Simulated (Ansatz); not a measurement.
# Tunnelling across a broken W chain: predicting one gap

Set-up. Ansatz 0.2.0, plane waves with PAW datasets at the program's default cutoffs, Fermi-Dirac smearing of 0.05 eV, chains in boxes 7.5 Å wide or more, moments seeded when the perfect chain is relaxed. PBE, no spin-orbit coupling; one bond is opened by s Å beyond its relaxed length, the other atoms of a straight cell of 12 kept, without spin, and the conductance taken at 300 K.

| run | G (G₀) | largest error term (%) | s | ln G |
| --- | --- | --- | --- | --- |
| +1.2 Å | 1.542 | 1 | 1.2 | 0.4328 |
| +1.8 Å | 0.7768 | 1 | 1.8 | −0.2526 |
| +2.5 Å | 0.3021 | 2 | 2.5 | −1.197 |
| +4.2 Å | 0.01283 | 6 | 4.2 | −4.356 |

One run is withheld: run = +3.3 Å, with s = 3.3. Fit a straight line ln G = a + b × s to the 4 rows shown and predict it.

**Fit.** The means are 2.425 for s and −1.343 for ln G. The sum of products of deviations is −8.194 and the sum of squares in s is 5.048, so b = −8.194 / 5.048 = −1.623 and a = −1.343 − (−1.623) × 2.425 = 2.594. The residuals' standard deviation, with 2 degrees of freedom, is σ = 0.26.

**Prediction.** ln G = 2.594 + (−1.623) × 3.3 = −2.764, that is 0.0631 G₀. The run gave 0.0736 G₀ (ln G = −2.609), so the prediction less the run is −0.15. The standard error of a prediction there, σ√(1 + 1/4 + (3.3 − 2.425)²/5.048), is 0.31, and the miss is 0.49 times that, for a point between the fitted rows. With so few rows σ is itself uncertain.

Caveats: Between neighbouring runs the slope of ln G lies between −1.94 and −1.14 per Å, so one exponential is an approximation; it is flattest at the narrowest gap, nearest to contact. Error terms (up to 6 %, withheld run included) bound how much a small miss can mean. Broken ends may want a moment where none was allowed. No image potential, spin-orbit coupling or relaxation; a bent or dimerised chain may be lower in energy. Series of this kind are told only where this holds: one magnetic state in all runs, error terms under 60 %, and the runs' own leads conduct as the perfect chain does. 36 of 42 did.
